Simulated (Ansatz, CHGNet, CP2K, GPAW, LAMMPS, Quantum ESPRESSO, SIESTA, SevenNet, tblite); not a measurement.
# Running amorphous polyacrylonitrile (as short chains C14N4H18) at 400 K (108 atoms) with tblite

Aim: run amorphous polyacrylonitrile (as short chains C14N4H18) at 400 K (108 atoms) in tblite and see how near its forces come to a plane-wave reference, and at what cost.

Program: tblite 0.8.0. Level of theory: the method is named at each step. Results are calculated unless marked as measured.

## (1) Set-up

The cell holds 108 atoms: 42 C, 12 N and 54 H. Cell: a = 10.456 Å, b = 10.456 Å, c = 10.456 Å, α = 90.0°, β = 90.0°, γ = 90.0°. 3 polyacrylonitrile chains of 4 units with methyl end groups placed at random, at 1.06 g/cm³; overlaps pushed apart, then 20 ps at 800 K with MMFF94 bonds, angles, torsions, charges and radii (Halgren, J. Comput. Chem. 17, 490 (1996)) in harmonic and 12-6 forms. Snapshot after 30 ps at 400 K and fixed volume.

The yardstick, on the same geometry:

| Property | Result |
| --- | --- |
| method | Kohn-Sham DFT, PBE, PAW, plane waves (Ansatz 0.2.0); cutoff 420 eV, Γ point, fermi-dirac smearing of 0.05 eV; PAW set soft_2 |
| r.m.s. force component | 0.9482 eV/Å |
| longest force | 4.306 eV/Å |
| pressure | 2.794 GPa |
| gap (highest filled to lowest empty level) | 5.922 eV |
| SCF cycles | 10 |
| time | 4.8 s on 8 threads of Arm Neoverse V2, shared host |
| CPU time | 34 s |

## (2) GFN1-xTB

Method: GFN1-xTB tight binding, diagonalisation.

Contents of run.py:

```python
import numpy as np
from ase.io import read
from tblite.ase import TBLite

atoms = read("structure.xyz")
atoms.calc = TBLite(method="GFN1-xTB", electronic_temperature=580, accuracy=1.0, max_iterations=250, mixer_damping=0.4, verbosity=1)
energy = atoms.get_potential_energy()
forces = atoms.get_forces()
print(f"energy {energy:.6f} eV")
print("forces (eV/A)")
for i, (a, f) in enumerate(zip(atoms, forces)):
    print(f"{i:4d} {a.symbol:2s} {f[0]:10.5f} {f[1]:10.5f} {f[2]:10.5f}")
stress = -atoms.get_stress(voigt=False) * 160.21766
print("stress (GPa, compression positive)")
for row in stress:
    print(" ".join(f"{x:10.4f}" for x in row))
print("charges (e)")
print(np.array2string(atoms.get_charges(), precision=4, suppress_small=True, max_line_width=110, threshold=100000))
```

Contents of structure.xyz:

```xyz
108
Lattice="10.45608 0.00000 0.00000 0.00000 10.45608 0.00000 0.00000 0.00000 10.45608" Properties=species:S:1:pos:R:3 pbc="T T T"
C 1.17369 5.39105 8.75007
C 2.27733 5.79988 9.66612
C 3.42928 4.81387 9.74130
C 2.95667 3.56145 10.21590
N 2.60335 2.55484 0.24425
C 4.18609 4.50814 8.45667
C 4.96800 5.64189 7.71010
C 5.61136 6.59841 8.63766
N 5.98600 7.37771 9.42982
C 6.03326 5.10508 6.84622
C 5.44636 4.24266 5.72826
C 6.47890 3.84846 4.80823
N 7.21386 3.55141 3.98262
C 4.31052 4.90233 4.82172
C 4.83866 6.10060 3.98816
C 3.83498 7.16858 4.18986
N 3.09730 8.04616 4.36876
C 5.02906 5.72585 2.50089
H 0.74928 4.40306 9.01764
H 0.28618 6.07258 8.67541
H 1.62948 5.34808 7.75392
H 2.65281 6.82907 9.39102
H 1.92977 5.87433 0.23798
H 4.22530 5.24278 10.33155
H 3.49735 4.25604 7.70143
H 4.76724 3.58644 8.62135
H 4.27591 6.18833 7.08995
H 6.65488 5.91992 6.49113
H 6.62999 4.41937 7.46439
H 4.93412 3.45354 6.25315
H 3.43189 5.11825 5.47208
H 3.93577 4.23053 4.06051
H 5.75095 6.38772 4.43787
H 4.14395 5.34055 2.08829
H 5.69679 4.89982 2.45310
H 5.40161 6.62257 1.89924
C 10.30405 3.28666 5.15788
C 0.58993 2.25349 4.33927
C 0.88626 2.75497 2.88828
C 1.37445 4.09795 3.04105
N 1.68667 5.21947 3.05161
C 10.20785 2.48802 1.84529
C 9.76159 0.97660 1.58713
C 0.41092 0.16050 1.07290
N 1.16909 9.89020 0.57226
C 8.62648 0.88197 0.56515
C 7.28046 1.42903 1.11807
C 6.91513 2.70771 0.62747
N 6.41334 3.59710 0.07853
C 6.37110 0.27207 1.16554
C 4.90516 0.51130 1.68604
C 4.83353 0.99594 3.06342
N 4.84388 1.54604 4.09669
C 4.23178 9.62744 1.60083
H 9.72551 3.95459 4.50197
H 0.43131 3.86666 5.85175
[... 48 atom lines left out ...]
H 0.83450 7.32532 5.18046
H 9.71035 6.60835 2.95928
H 8.79043 7.83903 3.53876
H 10.29453 8.14623 2.81122
```

Run with:

```
> OMP_NUM_THREADS=1 python run.py > output.txt
```

What it wrote:

```text
------------------------------------------------------------
  cycle        total energy    energy error   density error
------------------------------------------------------------
      1     -154.0782027325  -1.5645910E+02   6.5311532E-01
      2     -155.3319302755  -1.2537275E+00   4.2606796E-01
      3     -155.6224134966  -2.9048322E-01   2.3927661E-01
      4     -155.8097021879  -1.8728869E-01   3.1755541E-02
      5     -155.8266717152  -1.6969527E-02   6.9240958E-03
      6     -155.8272925090  -6.2079374E-04   1.1262133E-03
      7     -155.8273023571  -9.8481536E-06   5.6538827E-04
      8     -155.8273075342  -5.1770285E-06   9.0316117E-05
      9     -155.8273075882  -5.3992210E-08   3.8268764E-05
     10     -155.8273076106  -2.2467901E-08   1.3356154E-05
------------------------------------------------------------
 total:                                   1.477 sec
energy -4240.277021 eV
forces (eV/A)
   0 C    -1.25866   -0.37236   -1.07837
   1 C     0.28775    1.75794    0.73919
   2 C     0.87296    0.79844   -1.06890
   3 C    -0.88729   -3.05070    2.17211
   4 N     0.73166    2.12064   -1.15575
   5 C     0.53843    0.03835   -1.04326
   6 C    -0.21847    0.73411    2.43607
   7 C     0.08517    1.66253    1.95516
   8 N    -0.83855   -1.85769   -1.95670
   9 C     0.92999   -0.99026   -0.51586
  10 C    -1.10679    1.05028   -1.05575
  11 C    -0.23000   -0.54979    0.14851
  12 N     0.59980   -0.12228   -0.39467
  13 C     0.30072   -0.15042    0.60629
  14 C    -2.04156    0.07735    0.07821
  15 C     0.01585    0.95567   -0.19501
  16 N     0.71197   -1.11415   -0.10994
  17 C     0.87964    1.84295    0.39709
  18 H     0.41103    0.34150   -0.17351
  19 H     0.98332   -0.22439    0.34448
  20 H    -0.44545   -0.24033   -0.12356
  21 H    -0.19930   -0.93018    0.12137
  22 H    -0.29741    0.18034    0.28547
  23 H     0.07029    0.03401    1.07676
[...]
100 H     0.12758   -1.22873   -0.43218
 101 H     0.55155   -1.25934   -0.24702
 102 H     0.87791    0.61290   -0.66217
 103 H    -0.00550   -0.15328   -0.09752
 104 H     1.74063   -0.40672   -0.62436
 105 H     0.63448   -0.03550    1.09762
 106 H    -2.01301    1.06883    0.09233
 107 H     1.35629    1.67047   -0.73983
stress (GPa, compression positive)
    0.8206     0.1841     0.4518
    0.1841    -1.0824     0.1706
    0.4518     0.1706    -1.1803
charges (e)
[-0.0824 -0.0351 -0.0114  0.225  -0.3314 -0.0562 -0.0102  0.2033 -0.2982 -0.0422 -0.0232  0.231  -0.3188
 -0.0522 -0.0082  0.2248 -0.3291 -0.085   0.0373  0.0394  0.0237  0.0242  0.0405  0.066   0.0427  0.0458
  0.0443  0.0535  0.0503  0.0585  0.0401  0.0553  0.0575  0.0428  0.0508  0.0412 -0.0847 -0.04   -0.023
  0.221  -0.3302 -0.0503 -0.0056  0.2128 -0.2983 -0.0429 -0.0253  0.2186 -0.318  -0.0389 -0.0076  0.2179
 -0.3352 -0.0724  0.0333  0.0374  0.0251  0.0279  0.0315  0.0615  0.0469  0.0507  0.0483  0.0544  0.0397
  0.0673  0.0484  0.0411  0.0597  0.0466  0.0355  0.0349 -0.0902 -0.0425 -0.0168  0.2244 -0.3261 -0.0488
 -0.0094  0.1982 -0.3079 -0.0475 -0.0049  0.1971 -0.2901 -0.0532  0.0002  0.2085 -0.3068 -0.0928  0.0394
  0.0391  0.0334  0.0406  0.0207  0.0577  0.0477  0.0435  0.0595  0.0429  0.0436  0.0514  0.042   0.0407
  0.0591  0.05    0.0426  0.0519]
```

Run time: 2 s. Hardware: 1 thread of Arm Neoverse V2, shared host; peak memory 0.17 GiB.

Banners, paths, timers and routine set-up lines are dropped from the logs unmarked, and long logs keep their key lines alone; longer cuts are marked.

Against the reference:

```
r.m.s. force component                  : 1.01 eV/Å
r.m.s. difference of force components   : 426.5 meV/Å
longest difference of force vectors     : 1664 meV/Å
force difference over r.m.s. force      : 44.98 %
slope of forces against the reference's : 0.966
correlation of force components         : 0.907
pressure                                : -0.4807 GPa
pressure difference                     : -3.275 GPa
```

Length of the force difference by element (eV/Å):

```tsv
element	atoms	mean	most
C	42	0.68	1.6
H	54	0.16	0.29
N	12	1.5	1.7
```

Local excerpt of 10 atoms (numbers count through the whole input) about C4, which bears the longest force; x, y, z are measured from there.

```tsv
atom	x	y	z	distance (Å)	bonds	Mulliken charge (e)	Fx	Fy	Fz (eV/Å)
C4	0.00	0.00	0.00	0.00	2	0.23	-0.89	-3.05	2.17
N5	-0.35	-1.01	0.48	1.17	1	-0.33	0.73	2.12	-1.16
C3	0.47	1.25	-0.47	1.42	4	-0.01	0.87	0.80	-1.07
H24	1.27	1.68	0.12	2.11	1	0.07	0.07	0.03	1.08
C6	1.23	0.95	-1.76	2.35	4	-0.06	0.54	0.04	-1.04
C2	-0.68	2.24	-0.55	2.40	4	-0.04	0.29	1.76	0.74
H26	1.81	0.02	-1.59	2.41	1	0.05	0.35	0.59	0.07
H23	-1.03	2.31	0.48	2.58	1	0.04	-0.30	0.18	0.29
H19	-2.21	0.84	-1.20	2.65	1	0.04	0.41	0.34	-0.17
H25	0.54	0.69	-2.51	2.66	1	0.04	-1.34	-0.82	-0.95
```

Atoms are counted from 1 here, from 0 in the log.

Forces lie 45 % from the reference's, at 0.057 times its CPU time (on 1 against 8 cores).

## (3) GFN2-xTB

Method: GFN2-xTB tight binding, diagonalisation.

run.py: that of step 2 with these lines changed.

```diff
@@ -5,3 +5,3 @@
 atoms = read("structure.xyz")
-atoms.calc = TBLite(method="GFN1-xTB", electronic_temperature=580, accuracy=1.0, max_iterations=250, mixer_damping=0.4, verbosity=1)
+atoms.calc = TBLite(method="GFN2-xTB", electronic_temperature=580, accuracy=1.0, max_iterations=250, mixer_damping=0.4, verbosity=1)
 energy = atoms.get_potential_energy()
```

structure.xyz is that of step 2.

What it wrote:

```text
------------------------------------------------------------
  cycle        total energy    energy error   density error
------------------------------------------------------------
      1     -150.7493217298  -1.5342462E+02   2.1055365E-01
      2     -151.0529892634  -3.0366753E-01   1.3810921E-01
      3     -151.7520814723  -6.9909221E-01   9.0637699E-02
[... lines left out ...]
stress (GPa, compression positive)
    0.4268     0.2721     0.7840
    0.2721    -2.3258    -0.0049
    0.7840    -0.0049    -1.8552
charges (e)
[-0.0858 -0.0388 -0.0121  0.1291 -0.2783 -0.0469 -0.002   0.1082 -0.2274 -0.0429 -0.0154  0.1377 -0.2634
 -0.0432 -0.0058  0.1249 -0.2647 -0.0975  0.041   0.0377  0.0267  0.0283  0.044   0.0937  0.0526  0.0455
  0.0516  0.0564  0.064   0.074   0.0316  0.0566  0.0743  0.0499  0.055   0.0479 -0.0923 -0.0406 -0.0185
  0.1201 -0.2642 -0.0478  0.0021  0.1214 -0.2356 -0.0456 -0.0181  0.1212 -0.2625 -0.0495 -0.0039  0.1222
 -0.2816 -0.0894  0.0431  0.0454  0.0216  0.0416  0.0282  0.0799  0.0599  0.0472  0.0595  0.0653  0.0348
  0.0948  0.0691  0.0447  0.074   0.0555  0.0467  0.048  -0.0992 -0.0479 -0.0155  0.1311 -0.2626 -0.0473
 -0.0114  0.1066 -0.2493 -0.0404  0.0014  0.1051 -0.2325 -0.0468  0.0009  0.1092 -0.2458 -0.0993  0.038
  0.0453  0.0404  0.0512  0.0197  0.0818  0.0531  0.0441  0.0864  0.0466  0.0499  0.0565  0.0544  0.0375
  0.0831  0.0408  0.0522  0.0596]
```

Wall time 7.7 s (1 thread); peak memory 0.17 GiB.

Numbers from this run, and their distance from the reference:

- r.m.s. force component: 1.037 eV/Å
- r.m.s. difference of force components: 536.2 meV/Å
- longest difference of force vectors: 2357 meV/Å
- force difference over r.m.s. force: 56.55 %
- slope of forces against the reference's: 0.938
- correlation of force components: 0.8578
- pressure: -1.251 GPa
- pressure difference: -4.045 GPa

Against the first run (45 %), the force difference from the reference is 57 %, at 3.9 times the CPU time.

The difference per atom is largest on N (2.2 eV/Å on average, against 0.73 on C).

## (4) All runs compared

Differences are against the plane-wave reference, forces as r.m.s. over components; share is that over the reference's r.m.s. force, slope the least-squares factor from reference forces to these. Total energies of different programs have different zeros and aren't compared.

```tsv
run	Δ force, r.m.s. (meV/Å)	share (%)	slope	Δ pressure (GPa)	cores	CPU time	memory (GiB)
reference	-	-	-	-	8	34 s	1.2
tblite GFN1-xTB	426	45.0	0.966	-3.27	1	2 s	0.17
tblite GFN2-xTB	536	56.5	0.938	-4.05	1	7.7 s	0.17
```

CPU time is summed over cores on a shared host, where runs went side by side, so it is rough. Symmetry, cutoffs, thresholds, outputs and thread counts weren't matched or tuned between programs; memory under MPI is the largest rank's times the ranks.

Mean charges by element (e), by run and scheme:

```tsv
run	scheme	C	N	H
reference	Löwdin	-0.12	-0.20	+0.20
tblite GFN1-xTB	Mulliken	+0.03	-0.32	+0.04
tblite GFN2-xTB	Mulliken	+0.01	-0.26	+0.05
```

The reference's Löwdin charges lack the electrons that the projection spills, 0.032 e an atom on average.

## (5) Summary of results

```yaml
nearest_in_forces: tblite GFN1-xTB, 45 %
its_cpu_time: 2 s
```

What this shows: Tight binding differs by 45 % (tblite GFN1-xTB) to 57 % (tblite GFN2-xTB); it is another model, with fitted parameters of its own, and the xTB methods hold dispersion. Of the electronic-structure runs that take under half the reference's CPU time, tblite GFN1-xTB comes nearest, at 45 % in 2 s against 34 s; its pressure misses by -3.3 GPa. Charges hang on model, scheme and program or settings: among these rows the mean for H runs from +0.04 to +0.20 e. Periodic xTB results under one method name differ between programs and library versions. The network of contacts between molecules at the start is that of the classical potential that made the cell, and needn't be the one that DFT or experiment would give. The reference's PBE has no dispersion term, which matters for the binding between molecules or layers. The density was typed from a rule of thumb and may lie off the real one at this temperature. The electronic-structure runs sample only Γ, in a cell whose shortest periodic width is 10 Å.

[Also dropped from logs without a mark: logging warnings of Python, and SIESTA's first energy breakdown and zero terms.]

[Logs are printed without paths, hosts, clocks, repeated set-up lines and the standing remarks that a program may print on its own settings, such as how far it seeks lower states.]

[Hosts, paths, dates, database ids (printed as entryN), source tags and the programs' standing remarks are cut or masked in the printed files.]

[The MMFF94 radii named for the starting cell were scaled by 0.96; in molecules described by MMFF94, hydrogen bound to N, O or S took a small fixed 12-6 site in their place.]
